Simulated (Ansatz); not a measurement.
# Lattice dynamics of PbS2 (model cell, started as rutile), part 2 of 2

Task: relax PbS2 (model cell, started as rutile), then find its harmonic phonons.

Ansatz 0.2.0; DFT PBEsol, scalar-relativistic, plane waves, PAW.

So far. Step 3 (Tight relaxation): The largest force component left is 0.026 meV/Å and the pressure is 0.000 GPa, within the tolerances set. The cell now holds 26.15 Å³/atom. Step 4 (Linear response at the zone centre): Before it was imposed, the acoustic sum rule was missed by 3.7e-5 eV/Å². Small misses are needed for a sound result but don't prove that mesh and cutoff are converged. The relaxed cell has a = 6.281, c = 3.977 Å (conventional setting).

The structure was built from a prototype and need not be the compound's stable phase.

## Step 5: Phonons on a q mesh (continued)

Interpolated from a 2×2×4 q mesh, without the LO-TO term. Phonon branches along the path, in cm⁻¹:

```
    point  branch 1  branch 2  branch 3  branch 4  branch 15  branch 16  branch 17  branch 18
        Γ       -83       -83       -82       -62        242        248        277        298
  halfway       -85       -80       -72       -59        240        244        281        296
        X       -80       -80       -59       -59        237        237        290        290
  halfway       -87       -87       -74       -74        239        239        286        286
        M       -91       -91       -89       -89        242        242        282        282
  halfway       -88       -81       -75       -65        241        242        281        293
        Γ       -83       -83       -82       -62        242        248        277        298
  halfway       -86       -86       -86       -56        236        250        278        297
        Z       -85       -85       -83       -83        250        250        291        291
  halfway       -86       -86       -74       -74        250        250        292        292
        R       -86       -86       -66       -66        254        254        293        293
  halfway       -85       -85       -64       -64        246        246        293        293
        A       -84       -84       -62       -62        244        244        293        293
  halfway       -88       -83       -73       -66        246        254        292        293
        Z       -85       -85       -83       -83        250        250        291        291
jump to X       -80       -80       -59       -59        237        237        290        290
  halfway       -80       -80       -69       -69        251        251        292        292
        R       -86       -86       -66       -66        254        254        293        293
jump to M       -91       -91       -89       -89        242        242        282        282
  halfway       -87       -87       -81       -81        234        234        290        290
        A       -84       -84       -62       -62        244        244        293        293
```

The phonon density of states has structure finer than the step of the table below, so its rows give means over 20 cm⁻¹, whole bins alone (the curve runs from -92.5 to 298 cm⁻¹). Peaks (cm⁻¹: height): -82.5: 0.276, 27.5: 0.143, 62.5: 0.0819, 92.5: 0.0745, 242.5: 0.204, 292.5: 0.183.

Tetrahedra on a 10×10×16 mesh, mean over bins of 5 cm-1. Interpolated from a 2×2×4 q mesh. Table of phonon density of states by wavenumber; means over each step:

```
wavenumber (cm⁻¹)  phonon density of states (1/cm⁻¹/cell)
              -80                                   0.142
              -60                                  0.0465
              -40                                       0
              -20                                  1.2e-6
                0                                 0.00154
               20                                  0.0763
               40                                  0.0556
               60                                  0.0578
               80                                  0.0373
              100                                  0.0479
              120                                  0.0235
              140                                  8.3e-5
              160                                       0
              180                                 0.00592
              200                                  0.0313
              220                                  0.0928
              240                                   0.143
              260                                  0.0268
              280                                  0.0469
```

The partial phonon density of states has structure finer than the step of the table below, so its rows give means over 10 cm⁻¹, whole bins alone (the curve runs from -102 to 317 cm⁻¹). Peaks (cm⁻¹: height): Pb 27.1: 0.114, 64.0: 0.0633, 90.4: 0.0637, 240.7: 0.0146; S -83.6: 0.217, 240.7: 0.168, 293.4: 0.139.

Phonopy on the run's constants, 9x9x15 mesh, Gaussian sigma 3.0 cm-1. Interpolated from a 2×2×4 q mesh. Partial phonon density of states against wavenumber; means over each step; values in 1/cm⁻¹/cell:

```
wavenumber (cm⁻¹)       Pb        S
              -90  0.00382   0.0899
              -80  0.00936    0.156
              -70  0.00434   0.0857
              -60  0.00104   0.0448
              -50   3.1e-5  0.00296
              -40        0   1.5e-6
              -30        0        0
              -20   2.7e-6        0
              -10   4.4e-4   2.9e-5
                0   8.4e-4   1.7e-4
               10  0.00970  0.00168
               20   0.0700   0.0102
               30   0.0972   0.0153
               40   0.0383  0.00574
               50   0.0379  0.00491
               60   0.0541  0.00634
               70   0.0389  0.00384
               80   0.0300  0.00281
               90   0.0568  0.00480
              100   0.0418  0.00318
              110   0.0327  0.00148
              120   0.0256   6.6e-4
              130  0.00440   7.1e-5
              140   5.7e-6        0
              150        0        0
              160        0        0
              170        0   2.7e-6
              180   1.2e-4  0.00274
              190   8.0e-4   0.0249
              200   9.9e-4   0.0261
              210  0.00263   0.0525
              220  0.00583   0.0911
              230  0.00692   0.0993
              240   0.0124    0.149
              250  0.00634    0.104
              260   4.1e-4   0.0134
              270   1.9e-5  0.00154
              280   7.9e-4   0.0380
              290  0.00387    0.114
              300  0.00139   0.0403
              310   3.2e-6   1.8e-4
```

Symmetry leaves 9 wavevectors to solve. The lowest mode among them, the acoustic zeros apart, lies at q = (-0.5, -0.5, 0) and is imaginary, 91.2i cm⁻¹, so the energy falls along it.

## Step 6: Results

| Item | Value |
| --- | --- |
| space group after relaxation (within 0.01 Å) | P4_2/mnm |
| volume per atom | 26.2 Å³ |
| gap on the k-mesh | 0.170 eV |
| highest optical mode at the zone centre (no LO-TO term) | 298 cm⁻¹ |
| lowest optical zone-centre mode | -83.0 cm⁻¹ |
| lowest mode on the q mesh (acoustic modes at Γ apart) | -91.2 cm⁻¹ |
| highest frequency on the path or at a solved wavevector | 298 cm⁻¹ |
| imaginary modes on the 2×2×4 q mesh | yes |

**Reading.** Modes are clearly imaginary (beyond 10i cm⁻¹) at 9 of the 9 irreducible wavevectors, most at q = (-0.5, -0.5, 0) (91.2i cm⁻¹), so this structure is not a minimum of the energy. Without the field, the optical modes at Γ span -83 to 298 cm⁻¹ (negative means imaginary). The highest mode in this list at Γ, 298.1 cm⁻¹, is mostly motion of S (100 % of the kinetic energy). Where the field response was not run the interpolation lacks the dipole term, so the LO-TO splitting is missing from branches, density of states and sums. Spin-orbit coupling is left out, which can matter for the heavy elements here. The starting cell was built on a prototype and not taken from a measurement, so the phase need not exist. These are harmonic frequencies at zero temperature: anharmonic shifts, linewidths and thermal expansion are left out.

[Logs are printed without paths, hosts, clocks, repeated set-up lines and the standing remarks that a program may print on its own settings, such as how far it seeks lower states.]

[Hosts, paths, dates, database ids (printed as entryN), source tags and the programs' standing remarks are cut or masked in the printed files.]
